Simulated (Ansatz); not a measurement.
# Squeezing and shearing amorphous Si (100 atoms): runs compared

How stiff is amorphous Si (100 atoms)?

Computed with Ansatz 0.2.0: Kohn-Sham DFT, PBE, PAW (set soft_1), plane waves; PAW set soft_1.

## 1. The cell

The cell holds 100 atoms: 100 Si. Its edges and angles: a = 12.727 Å, b = 12.727 Å, c = 12.727 Å, α = 90.0°, β = 90.0°, γ = 90.0°. 100 atoms (100 Si) placed at random at 2.26 g/cm³, melted at 2500 K for 10 ps at fixed volume with the EDIP (Justo, Bazant, Kaxiras, Bulatov and Yip, Phys. Rev. B 58, 2539 (1998)). Quenched from 2500 K to 700 K at 500 K/ps and fixed volume, annealed at 700 K for 50 ps, held 5 ps.

What the set-up can't give: The quench rate of 500 K/ps far exceeds what a furnace or splat quench reaches, so expect more defects and frozen-in strain than in a real sample. The starting topology of bonds comes from the classical model, and needn't be the one that DFT or experiment would give. The Brillouin zone is sampled at Γ only.

## 2. The reference run

The reference is a single point at the end of the relaxation.

Every strained cell starts from the geometry of this run, and its atoms are relaxed with the cell held.

Its input, with most atom lines left out:

```yaml
crystal:
  lattice:
    - [12.80044, 0.12843, -0.01549]
    - [0.12843, 12.63019, -0.12872]
    - [-0.01549, -0.12872, 12.88061]
  atoms:
    - { symbol: Si, position: [0.64902, 0.36834, 0.61705] }
    - { symbol: Si, position: [0.69059, 0.10829, 0.74996] }
    - { symbol: Si, position: [0.15522, 0.64717, 0.29862] }
    - { symbol: Si, position: [0.17483, 0.34909, 0.39831] }
    - { symbol: Si, position: [0.76794, 0.656, 0.94494] }
    - { symbol: Si, position: [0.05812, 0.31743, 0.71112] }
    - { symbol: Si, position: [0.57736, 0.24101, 0.19873] }
    [... atom lines 8 to 100 left out ...]
kpoints:
  mp_grid: { grid: [1, 1, 1] }
hamiltonian:
  xc: pbe
  pseudopotentials: { kind: paw, azcp: { folder: soft_1 } }
scf:
  occupations: { method: gaussian, width: 0.05 }
output:
  forces: true
  stress: true
  populations: true
  dos:
    method: { smearing: { sigma: 0.15 } }
    de: 0.1
    projected: { site_lists: { Si: [Si] } }
  eigenvalues: true
  write_density: true
  write_potential: true
  volumetric_format: npy
  elf: true
```

| Item | Value |
| --- | --- |
| free energy per atom | -635.5524 eV/atom |
| r.m.s. force component | 0.00729 eV/Å |
| pressure | 0.001635 GPa |

Filled and empty levels are parted by 0.275 eV (at Γ alone); a semilocal functional tends to put such gaps too low. In a disordered cell it changes from sample to sample, and tail or defect levels can set it.

## 3. The runs

Each row is one run, on 4 threads of Intel Xeon Platinum 8375C at 2.90GHz (Ice Lake), shared host. The free energy is the program's total, comparable only between runs with the same functional and atoms.

| run | atoms | outcome | relaxation steps | free energy (eV) | time | host memory (GiB) |
| --- | --- | --- | --- | --- | --- | --- |
| Single point at the start | 100 | converged | - | -63542.006 | 9 s | 2.1 |
| Cell and atoms relaxed | 100 | converged | 15 | -63555.238 | 2.2 min | 2.1 |
| Single point at the relaxed geometry | 100 | converged | - | -63555.238 | 16 s | 2.2 |
| Volume -3 % | 100 | converged | 3 | -63554.855 | 35 s | 2.2 |
| Volume +3 % | 100 | converged | 12 | -63554.982 | 2.1 min | 2.2 |
| Volume -6 % | 100 | converged | 5 | -63553.651 | 53 s | 2.1 |
| Volume +6 % | 100 | converged | 17 | -63554.140 | 3.3 min | 2.3 |
| Volume -10 % | 100 | converged | 10 | -63550.682 | 98 s | 2.0 |
| Stretched by 1 % along x | 100 | converged | 3 | -63555.164 | 36 s | 2.2 |
| Compressed by 1 % along x | 100 | converged | 3 | -63555.169 | 36 s | 2.2 |
| Sheared by 2 % in xy | 100 | converged | 5 | -63555.152 | 57 s | 2.2 |

In some runs the program notes that the SCF threshold is loose for the stress.

## 4. Pressure against volume

Atoms are relaxed at each volume, in the scaled cell.

| volume change (%) | volume (Å³/atom) | energy change (meV/atom) | pressure (GPa) | largest move on relaxing (Å) | bonds |
| --- | --- | --- | --- | --- | --- |
| -10 | 18.738 | 45.57 | 7.13 | 0.47 | 214 |
| -6 | 19.571 | 15.87 | 4.22 | 0.18 | 212 |
| -3 | 20.195 | 3.83 | 2.04 | 0.09 | 209 |
| +0 | 20.820 | 0.00 | 0.00 | - | 208 |
| +3 | 21.445 | 2.56 | -1.63 | 0.40 | 205 |
| +6 | 22.069 | 10.99 | -3.02 | 0.87 | 203 |

## 5. Uniaxial strain and shear

Stress (GPa, compression positive) less that of the relaxed cell, atoms relaxed:

| strain | xx | yy | zz | xy | energy change (meV/atom) |
| --- | --- | --- | --- | --- | --- |
| stretched by 1 % along x | -1.170 | -0.390 | -0.365 | 0.019 | 0.75 |
| compressed by 1 % along x | 1.138 | 0.422 | 0.371 | -0.031 | 0.70 |
| sheared by 2 % in xy | 0.001 | 0.015 | -0.006 | -0.684 | 0.87 |

## 6. Findings

The bulk modulus, from the slope of pressure against ln V over the three points nearest the relaxed volume, is 61.2 GPa; between neighbouring points the slope runs 67, 69, 67, 55 and 49 GPa from the smallest volume up, not steadily, so no pressure derivative is given. The count of bonds runs from 203 to 214 over the series, so at some points contacts cross the cutoffs. At +6 % some atom moved by over 0.5 Å on relaxing, so those points may sit in another local minimum. In the Cartesian axes of the cell, finite differences give C11 = 115, C12 = 40.6, C13 = 36.8 and C66 = 34.2 GPa (the shear of 2 % is the engineering strain, εxy = 0.01). The mean of C11, C12 and C13, which equals the bulk modulus in a cubic or isotropic solid, is 64.3 GPa: it agrees with the bulk modulus within 10 %. For an isotropic solid C66 would equal (C11 − C12)/2 = 37.4 GPa; so small a sample needn't be isotropic, and C66 rests on one shear. With the bulk modulus and C66 as K and G, Young's modulus would be about 87 GPa and Poisson's ratio 0.26.

**Limits.** Strains are finite and relaxations stop at the force tolerance of the input, which can leave moduli too stiff; they are those of a static cell at zero temperature. Volumes are changed with the cell's shape held, so in an anisotropic solid the modulus lies over the one under free hydrostatic load. The program notes that the SCF threshold of the relaxations is loose for the stress.

The DFT runs together took 13 min of wall time.

[Long decimals in the printed logs are rounded to 6 places.]

[Logs are printed without paths, hosts, clocks, repeated set-up lines and the standing remarks that a program may print on its own settings, such as how far it seeks lower states.]

[Hosts, paths, dates, database ids (printed as entryN), source tags and the programs' standing remarks are cut or masked in the printed files.]
